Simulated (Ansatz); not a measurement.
# Sr2Hf (built on the sites of a database entry of HfBe2): phonons and vibrational spectra, part 3 of 3

Aim: the vibrations of Sr2Hf (built on the sites of a database entry of HfBe2), their spectra, and whether the structure is stable.

Ansatz 0.2.0; DFT PBEsol, scalar-relativistic, plane waves, PAW.

So far. Step 4 (Relaxing to small forces for the phonons): The forces vanish by symmetry and the pressure is 0.001 GPa, within the tolerances set. The cell now holds 33.15 Å³/atom. Step 5 (Modes at Γ): Before it was imposed, the acoustic sum rule was missed by 4.5e-5 eV/Å². Small misses are needed for a sound result but don't prove that mesh and cutoff are converged. The lowest optical mode is real, 24.8 cm⁻¹. The relaxed cell has a = 5.887, c = 3.313 Å (conventional setting).

The structure was built from a prototype and need not be the compound's stable phase.

### 6. Response at finite wavevector

Stability and thermal properties need the whole zone. Linear response on a 2×2×4 q mesh gives force constants as far as a supercell of that size would.

Contents of input.yaml:

```yaml
crystal:
  lattice:
    - [5.8871168484, 0.0, 0.0]
    - [-2.9435584242, 5.0983927457, 0.0]
    - [0.0, 0.0, 3.3132417562]
  atoms:
    - { symbol: Hf, position: [0.0, 0.0, 0.0] }
    - { symbol: Sr, position: [0.3333333333, 0.6666666667, 0.5] }
    - { symbol: Sr, position: [0.6666666667, 0.3333333333, 0.5] }
kpoints:
  mp_grid: { grid: [10, 10, 12] }
hamiltonian:
  xc: pbesol
scf:
  occupations: { method: methfessel_paxton, width: 0.2 }
output:
  eigenvalues: true
phonons:
  method: dfpt
  qmesh: [2, 2, 4]
  temperatures: { t_max: 1000, t_step: 50 }
  qpath:
    path:
      - [[0.0, 0.0, 0.0], [0.5, 0.0, 0.0], [0.33333333, 0.33333333, 0.0], [0.0, 0.0, 0.0], [0.0, 0.0, 0.5], [0.5, 0.0, 0.5], [0.33333333, 0.33333333, 0.5], [0.0, 0.0, 0.5]]
      - [[0.5, 0.0, 0.5], [0.5, 0.0, 0.0]]
      - [[0.33333333, 0.33333333, 0.5], [0.33333333, 0.33333333, 0.0]]
    npoints: 10
```

The run is started by

```
ansatz run input.yaml --threads 8 --pin off --max-ram 14336MiB --backend cpu --events-out ev --progress --plain --runs-dir out
```

Numbers of over 12 decimals in the logs are rounded to 6 here.

What it wrote:

```text
Warning: phonons: the dynamical matrix that this run interpolates holds no multipole term above the dipole-dipole one, and a site of this crystal is no centre of inversion, so its interpolated transverse optical and acoustic branches and sound speeds can stay off near Gamma, and the density of states and the thermodynamics with them. What a run solves at a wave vector of phonons.qpoints, Gamma apart, where the deck admits one, is free of this, and under fd what a larger phonons.supercell samples
[...]
Crystal: 3 atoms, lattice volume = 99.446 Å³
Basis set: ecut = 420 eV, 1955 PW (Γ), exchange–correlation on 80×80×48 points (8 copies of the dense FFT grid, shifted against one another)
Bands: 28, of which v1, the nominal top of the filled ones, is band 23 counted from 1 (22 counted from 0)
Symmetry: 24 space group operations
k-points: 98 of 1200
[...]
SCF iter   1: F=—  HF=-22580.272179 eV  |F-HF|=—  |Δ(HF+E_count)|=         —  Δρ=4.51e-3  dr2=2.52e-2  ethr=1.77e-3  ⟨swp⟩=7.0  Hψ=12801  notcnv=0
[...]
SCF iter  11: F=-22580.271010 eV  HF=-22580.271010 eV  |F-HF|=7.28e-12  |Δ(HF+E_count)|=    0.00e0  S|Δr|=    0.00e0  Δρ=3.81e-8  dr2=1.41e-12  ethr=1.00e-12  ⟨swp⟩=6.2  Hψ=14068  notcnv=0
[...]
SCF 1 converged in 11 iterations: F = -22580.271010 eV  dr2 = 1.41e-12
[...]
SCF iter   6: F=-22580.271010 eV  HF=-22580.271010 eV  |F-HF|=7.28e-12  |Δ(HF+E_count)|=  7.28e-12  S|Δr|=    0.00e0  Δρ=8.70e-8  dr2=9.00e-12  ethr=1.00e-12  ⟨swp⟩=2.5  Hψ=7347  notcnv=0
SCF 2 converged in 6 iterations: F = -22580.271010 eV  dr2 = 9.00e-12
phonons: the bands overlap, so this run is a metal and interpolates without the dipole-dipole term. If the crystal is really an insulator or semiconductor, its LO-TO splitting is missing
NSCF: frozen V_eff on 98 k-points
WARN: eigensolver did not converge in 7 slots of this pass, the one above among them; of largest residual over every band (k=12): 1 band(s) unlocked (lowest unlocked band 27, counted from 0; max residual 4.70e-2 eV among the unlocked bands, 4.70e-2 eV over every band); of lowest unlocked band (k=11): band 27
[...]
DFPT response loops at q = (0, 0, 0) (fractional): preconditioner auto → Kerker (q_TF=auto, 2.399 Å⁻¹) (partly filled bands, converged f_vac=0.000); β = 1.00, the filter's whole step (`scf.mixing.beta` (0.50) is not read by the response loops under this deck's `scf.mixing.preconditioner`; to damp them name `kerker` or `kerker_dos`, under which they read `scf.mixing.beta`, and type it under 1.00, their step now; both keys bind the ground state too); Broyden in place of MSR1
[...]
SCF converged after 11 iterations
[...]
Free energy (F): -22580.271010 eV
[...]
Internal energy: -22580.256522 eV  (E = F + TS)
E sigma→0 (E₀):  -22580.267388 eV
Entropy (-TS):   -0.014488 eV (-4.829 meV/atom)
Fermi energy:    10.185853 eV
[...]
--- Band table (eV; the first three rows and the last of 98) ---
  k-point 0: bands = [... 19 lower, 5.3000, 8.9802, 10.2917, 10.2917, 10.2974, 10.2974, 11.4362, 11.9094, ... 1 higher]
  k-point 1: bands = [... 19 lower, 5.4441, 9.1647, 10.2397, 10.2397, 10.2533, 10.2533, 11.7101, 12.0876, ... 1 higher]
  k-point 2: bands = [... 19 lower, 5.8569, 9.6633, 10.0925, 10.0925, 10.1169, 10.1169, 12.5013, 12.5812, ... 1 higher]
  k-point 97: bands = [... 19 lower, 8.2549, 9.3589, 9.5685, 10.2372, 10.3968, 10.5277, 11.3744, 11.3819, ... 1 higher]
--- Phonons (Γ-DFPT): 4 representative perturbations + reference (Σ response iterations 12) ---
  ASR residual: 4.618e-5 → 0.000e0 eV/Å²; symmetrization residual: 1.548e-5 eV/Å²
  ASR residual per site (eV/Å²): 4.62e-5 2.35e-5 2.35e-5
  Γ frequencies (cm⁻¹): 0.00 0.00 0.00 24.84 77.84 77.84 87.96 131.70 131.70
--- Phonons (arbitrary-q DFPT): 6 irreducible q on the 2×2×4 mesh ---
  q = [0.0000, 0.0000, 0.0000] (star 1, of the zone-centre solve; hermiticity 9.42e-6, symmetrization 1.60e-11): -0.00 0.00 0.00 24.84 77.84 77.84 87.96 131.70 131.70
  q = [0.0000, 0.0000, 0.2500] (star 2, 4 solved perturbations in 1080 linear systems a pass and spin channel, the states on 372 of 1200 k-point pairs; hermiticity 3.52e-6, symmetrization 1.32e-11): 23.19 27.41 27.41 67.66 67.66 106.97 107.43 129.29 129.29
[...]
q = [0.0000, -0.5000, 0.0000] (star 3, 6 solved perturbations on 217 of 1200 k-point pairs; hermiticity 4.20e-5, symmetrization 8.34e-6): 25.17 33.32 35.88 41.34 43.01 61.74 75.09 117.79 131.59
[...]
sum rule: each row above includes the acoustic sum rule's correction from the zone centre's row sums; it moved no ω² by more than (0.27 cm⁻¹)²
  mesh force constants: q→R imaginary residual 6.60e-18; ASR residual 4.618e-5 → 0.000e0 eV/Å²; symmetrization residual 1.776e-15 eV/Å²
  interpolated dispersion: 93 rows × 9 modes
  density of states and harmonic sums: on the 12×12×20 q-mesh, interpolated from the force constants of a 2×2×4 supercell (no non-analytic term)
  largest difference from the sums on the solved wave vectors: F 1.88e-2 eV, S 3.15e-5 and C_V 1.27e-5 eV/K
  zero-point energy: 0.038319 eV/cell   skipped modes (ω ≤ 0): 145, of them read as no rigid motion or as one in doubt: 142 (7.090e-1 modes/cell left out, lowest -44.37 cm⁻¹)   left out of the sums: 7.89e-2 of the cell's modes: C_V's classical limit lies that fraction below 3 k_B per atom; for a crystal, a wire or a layer, F and S can be off by more, and a phonons.interpolated_qmesh denser along its periods is the remedy for the sampling
```

Wall time 3.2 min (8 threads of Intel Xeon Platinum 8488C (Sapphire Rapids), shared host); peak memory 2.7 GiB.

Numbers from this step:

* sum-rule residual before enforcement: 4.62e-5 eV/Å²
* lowest frequency on the path: -44.37 cm⁻¹
* highest frequency on the path or at a solved wavevector: 152.3 cm⁻¹
* lowest mode on the q mesh (acoustic modes at Γ apart): -39.74 cm⁻¹

Frequencies (cm⁻¹) solved at each irreducible wavevector; negative means imaginary. Frequencies by wavevector, by row:

```
q in reciprocal lattice units  star  mode 1  mode 2  mode 3  mode 4  mode 5  mode 6  mode 7  mode 8  mode 9
                        0 0 0     1       0       0       0    24.8    77.8    77.8      88   131.7   131.7
                     0 0 0.25     2    23.2    27.4    27.4    67.7    67.7     107   107.4   129.3   129.3
                     0 0 -0.5     1    25.8    41.6    41.6    56.4    56.4   126.8   126.8   150.7   152.3
                     0 -0.5 0     3    25.2    33.3    35.9    41.3      43    61.7    75.1   117.8   131.6
                  0 -0.5 0.25     6    20.9    25.6    26.3    45.2    59.9   100.1     105   112.1   129.5
                  0 -0.5 -0.5     3   -39.7   -26.3    26.1    37.4    45.3      93   122.8     145   147.8
```

Interpolated from a 2×2×4 q mesh. The phonon branches at the labelled points (cm⁻¹):

```csv
point,branch 1,branch 2,branch 3,branch 4,branch 5,branch 6,branch 7,branch 8,branch 9
Γ,0,0,0,25,78,78,88,132,132
halfway,14,15,30,34,66,72,78,125,132
M,25,33,36,41,43,62,75,118,132
halfway,29,30,34,37,41,59,84,111,134
K,27,31,31,39,39,54,98,98,135
halfway,13,19,31,36,61,74,75,122,133
Γ,0,0,0,25,78,78,88,132,132
halfway,23,27,27,68,68,107,107,129,129
A,26,42,42,56,56,127,127,151,152
halfway,-4,28,35,40,51,111,125,148,150
L,-40,-26,26,37,45,93,123,145,148
halfway,-34,-33,-28,36,60,90,121,145,147
H,-44,-29,-11,-11,78,78,119,146,146
halfway,-14,21,22,46,47,108,124,147,150
A,26,42,42,56,56,127,127,151,152
jump to L,-40,-26,26,37,45,93,123,145,148
halfway,21,26,26,45,60,100,105,112,130
M,25,33,36,41,43,62,75,118,132
jump to H,-44,-29,-11,-11,78,78,119,146,146
halfway,-31,25,32,32,89,89,105,105,131
K,27,31,31,39,39,54,98,98,135
```

The phonon branches as a text plot (rows in cm⁻¹):

```
    148 |                      ******************
    140 |                                       **       **
    132 |**********************                   *******  ******
    124 |  **        *       * ********** *********      **
    115 |    ***   **                    *   *     ******  *
    107 |       * *         *      *        *       *       *
     99 |        *         *        *      *     ****        ****
     91 |*      * *    ** **         ***  *     *           *
     83 | **   *   * **  *              *                *** *
     74 |******     ********             *           ****     *
     66 |  * *     ***      **          * *          **
     58 |   * ***** *         *****    *   *  **   ** ***      *
     50 |    *     *     *        ***       ***  ***   *       **
     42 |     *****            *********     *****  *****     *
     33 |  ***********    *  **    ***    ** *       ****  ****
     25 |*** ****** ****** **  *** * *  *   * ***********   *  **
     17 |   *      ***    *  **   *   *     *      **     *    *
      9 |***         *** *                   *     *       *
      1 |*             **
     -8 |                          *     *               *    *
    -16 |                                   *     *
    -24 |                           ****  **    **       **  *
    -32 |                               ** *     *          *
    -40 |                            ******     *        ***
         Γ    M  K      Γ       A     L  H    A|L      M|H      K
```

Tetrahedra on a 12×12×20 mesh, mean over bins of 2 cm-1. Interpolated from a 2×2×4 q mesh. The phonon density of states by wavenumber; read off at these points:

```
wavenumber (cm⁻¹)  phonon density of states (1/cm⁻¹/cell)
            -45.0                                  1.0e-5
            -39.0                                 0.00473
            -35.0                                 0.00974
            -29.0                                  0.0172
            -23.0                                  0.0266
            -19.0                                  0.0242
            -13.0                                  0.0179
             -7.0                                  0.0171
             -3.0                                  0.0146
              3.0                                  0.0158
              9.0                                  0.0263
             13.0                                  0.0435
             19.0                                  0.0658
             25.0                                  0.0775
             29.0                                  0.0863
             35.0                                  0.0869
             41.0                                  0.0987
             43.0                                  0.0988
             45.0                                  0.0722
             51.0                                  0.0591
             57.0                                  0.0580
             63.0                                  0.0670
             67.0                                  0.0656
             73.0                                  0.0366
             79.0                                  0.0353
             83.0                                  0.0345
             89.0                                  0.0279
             95.0                                  0.0336
             99.0                                  0.0346
            105.0                                  0.0344
            111.0                                  0.0399
            115.0                                  0.0510
            121.0                                  0.0680
            125.0                                   0.104
            127.0                                  0.0614
            131.0                                   0.167
            137.0                                  0.0222
            143.0                                  0.0381
            145.0                                  0.0545
            147.0                                  0.0431
            153.0                                  8.0e-5
```

The partial phonon density of states has structure finer than the step of the table below, so its rows give means over 5 cm⁻¹, whole bins alone (the curve runs from -52.9 to 166 cm⁻¹). Peaks (cm⁻¹: height): Hf -23.9: 0.0246, -15.7: 0.0255, 27.0: 0.0550, 43.6: 0.0595; Sr 38.0: 0.0397, 65.6: 0.0533, 79.4: 0.0457, 101.4: 0.0510, 130.3: 0.135, 145.5: 0.0431.

Phonopy on the run's constants, 11x11x17 mesh, Gaussian sigma 2.0 cm-1. Interpolated from a 2×2×4 q mesh. The partial phonon density of states by wavenumber; means over each step; values in 1/cm⁻¹/cell:

```
wavenumber (cm⁻¹)       Hf       Sr
              -50        0   2.0e-5
              -45   2.8e-5  0.00122
              -40  0.00120  0.00396
              -35  0.00384  0.00671
              -30  0.00929  0.00591
              -25   0.0213  0.00818
              -20   0.0187  0.00538
              -15   0.0216  0.00551
              -10   0.0102  0.00605
               -5  0.00890  0.00364
                0  0.00467   8.6e-4
                5  0.00860  0.00399
               10   0.0197   0.0139
               15   0.0326   0.0246
               20   0.0379   0.0324
               25   0.0486   0.0353
               30   0.0495   0.0290
               35   0.0540   0.0315
               40   0.0578   0.0344
               45   0.0548   0.0259
               50   0.0333   0.0260
               55   0.0273   0.0273
               60   0.0225   0.0416
               65   0.0187   0.0504
               70   0.0111   0.0322
               75  0.00704   0.0309
               80  0.00565   0.0409
               85  0.00436   0.0276
               90  0.00176   0.0234
               95   4.3e-4   0.0272
              100   6.6e-4   0.0456
              105   5.3e-4   0.0343
              110   4.4e-4   0.0289
              115   7.2e-4   0.0560
              120   5.2e-4   0.0697
              125   3.3e-4   0.0822
              130   8.6e-4    0.122
              135   5.0e-4   0.0619
              140   3.8e-5   0.0312
              145   1.8e-5   0.0412
              150   2.9e-6   0.0197
              155        0  0.00139
              160        0   5.0e-6
```

Symmetry leaves 6 wavevectors to solve. The lowest mode among them, the acoustic zeros apart, lies at q = (0, -0.5, -0.5) and is imaginary, 39.7i cm⁻¹, so the energy falls along it. Between them the interpolated path dips to 44i cm⁻¹.

### 7. Isotope substitution, element Hf, natural mass 178.486 amu

An isotope changes the mass and not the force constants, so no new electronic calculation is needed; the shifts show which modes move this element.

The same force constants with the mass of Hf changed from 178.486 to 173.940 u (phonopy, no LO-TO term). Both lists are sorted by frequency; levels can cross, so a row need not hold one and the same mode. Modes under 3 cm⁻¹ are left out. Isotope shifts, by row:

```csv
q,rank,natural mass (cm⁻¹),changed mass (cm⁻¹)
0 0 0,4,24.84,24.84
0 0 0,5,77.84,78.34
0 0 0,6,77.84,78.34
0 0 0,7,87.96,88.52
0 0 0,8,131.7,131.7
0 0 0,9,131.7,131.7
0 0 0.25,1,23.19,23.49
0 0 0.25,2,27.41,27.52
0 0 0.25,3,27.41,27.52
0 0 0.25,4,67.66,68.25
0 0 0.25,5,67.66,68.25
0 0 0.25,6,107,107
0 0 0.25,7,107.4,107.4
0 0 0.25,8,129.3,129.3
0 0 0.25,9,129.3,129.3
0 0 -0.5,1,25.83,26.17
0 0 -0.5,2,41.58,41.58
0 0 -0.5,3,41.58,41.58
0 0 -0.5,4,56.42,57.15
0 0 -0.5,5,56.42,57.15
0 0 -0.5,6,126.8,126.8
0 0 -0.5,7,126.8,126.8
0 0 -0.5,8,150.7,150.7
0 0 -0.5,9,152.3,152.3
0 -0.5 0,1,25.17,25.26
0 -0.5 0,2,33.32,33.75
0 -0.5 0,3,35.88,36.34
0 -0.5 0,4,41.34,41.34
0 -0.5 0,5,43.01,43.01
0 -0.5 0,6,61.74,62.34
0 -0.5 0,7,75.09,75.1
0 -0.5 0,8,117.8,117.8
0 -0.5 0,9,131.6,131.6
```

A mode of this element alone would shift by +1.30 %. The highest zone-centre frequency without the field goes from 131.7 to 131.7 cm⁻¹ (+0.0 %). The product of the frequency ratios over all optical modes at Γ is 1.019; the product rule, (m/m′)^(3k/2) (M′/M)^(3/2) with k = 1 such atoms and M the mass of the cell, gives 1.019.

### 8. Isotope substitution, element Sr, natural mass 87.62 amu

The same for Sr, from 87.62 to 85.91 u.

The same force constants with the mass of Sr changed from 87.620 to 85.909 u (phonopy, no LO-TO term). Both lists are sorted by frequency; levels can cross, so a row need not hold one and the same mode. Modes under 3 cm⁻¹ are left out. Isotope shifts, by row:

| q | rank | natural mass (cm⁻¹) | changed mass (cm⁻¹) |
| --- | --- | --- | --- |
| 0 0 0 | 4 | 24.84 | 25.09 |
| 0 0 0 | 5 | 77.84 | 78.23 |
| 0 0 0 | 6 | 77.84 | 78.23 |
| 0 0 0 | 7 | 87.96 | 88.4 |
| 0 0 0 | 8 | 131.7 | 133 |
| 0 0 0 | 9 | 131.7 | 133 |
| 0 0 0.25 | 1 | 23.19 | 23.2 |
| 0 0 0.25 | 2 | 27.41 | 27.59 |
| 0 0 0.25 | 3 | 27.41 | 27.59 |
| 0 0 0.25 | 4 | 67.66 | 67.88 |
| 0 0 0.25 | 5 | 67.66 | 67.88 |
| 0 0 0.25 | 6 | 107 | 108 |
| 0 0 0.25 | 7 | 107.4 | 108.5 |
| 0 0 0.25 | 8 | 129.3 | 130.6 |
| 0 0 0.25 | 9 | 129.3 | 130.6 |
| 0 0 -0.5 | 1 | 25.83 | 25.83 |
| 0 0 -0.5 | 2 | 41.58 | 41.99 |
| 0 0 -0.5 | 3 | 41.58 | 41.99 |
| 0 0 -0.5 | 4 | 56.42 | 56.42 |
| 0 0 -0.5 | 5 | 56.42 | 56.42 |
| 0 0 -0.5 | 6 | 126.8 | 128 |
| 0 0 -0.5 | 7 | 126.8 | 128 |
| 0 0 -0.5 | 8 | 150.7 | 152.1 |
| 0 0 -0.5 | 9 | 152.3 | 153.8 |
| 0 -0.5 0 | 1 | 25.17 | 25.36 |
| 0 -0.5 0 | 2 | 33.32 | 33.32 |
| 0 -0.5 0 | 3 | 35.88 | 35.89 |
| 0 -0.5 0 | 4 | 41.34 | 41.75 |
| 0 -0.5 0 | 5 | 43.01 | 43.44 |
| 0 -0.5 0 | 6 | 61.74 | 61.9 |
| 0 -0.5 0 | 7 | 75.09 | 75.84 |
| 0 -0.5 0 | 8 | 117.8 | 119 |
| 0 -0.5 0 | 9 | 131.6 | 132.9 |

A mode of this element alone would shift by +0.99 %. The highest zone-centre frequency without the field goes from 131.7 to 133.0 cm⁻¹ (+1.0 %). The product of the frequency ratios over all optical modes at Γ is 1.046; the product rule, (m/m′)^(3k/2) (M′/M)^(3/2) with k = 2 such atoms and M the mass of the cell, gives 1.046.

### 9. Summary of results

- space group after relaxation (within 0.01 Å): P6/mmm
- volume per atom: 33.1 Å³
- electronic character: no gap on this mesh
- highest optical mode at the zone centre (no LO-TO term): 132 cm⁻¹
- lowest optical zone-centre mode: 24.8 cm⁻¹
- lowest mode on the q mesh (acoustic modes at Γ apart): -39.7 cm⁻¹
- highest frequency on the path or at a solved wavevector: 152 cm⁻¹
- imaginary modes on the 2×2×4 q mesh: yes

In words: Modes are clearly imaginary (beyond 10i cm⁻¹) at 1 of the 6 irreducible wavevectors, most at q = (0, -0.5, -0.5) (39.7i cm⁻¹), so this structure is not a minimum of the energy. The optical modes at Γ span 25 to 132 cm⁻¹. The highest mode in this list at Γ, 131.7 cm⁻¹, is mostly motion of Sr (100 % of the kinetic energy). With no gap, or one that is small against the smearing, the frequencies hang on the k mesh and the smearing, most of all near Kohn anomalies. Spin-orbit coupling is left out, which can matter for the heavy elements here. A phonon run warned that its eigensolver left some bands unconverged in a pass. The starting cell was built on a prototype and not taken from a measurement, so the phase need not exist. These are harmonic frequencies at zero temperature: anharmonic shifts, linewidths and thermal expansion are left out.

[Logs are printed without paths, hosts, clocks, repeated set-up lines and the standing remarks that a program may print on its own settings, such as how far it seeks lower states.]

[Hosts, paths, dates, database ids (printed as entryN), source tags and the programs' standing remarks are cut or masked in the printed files.]
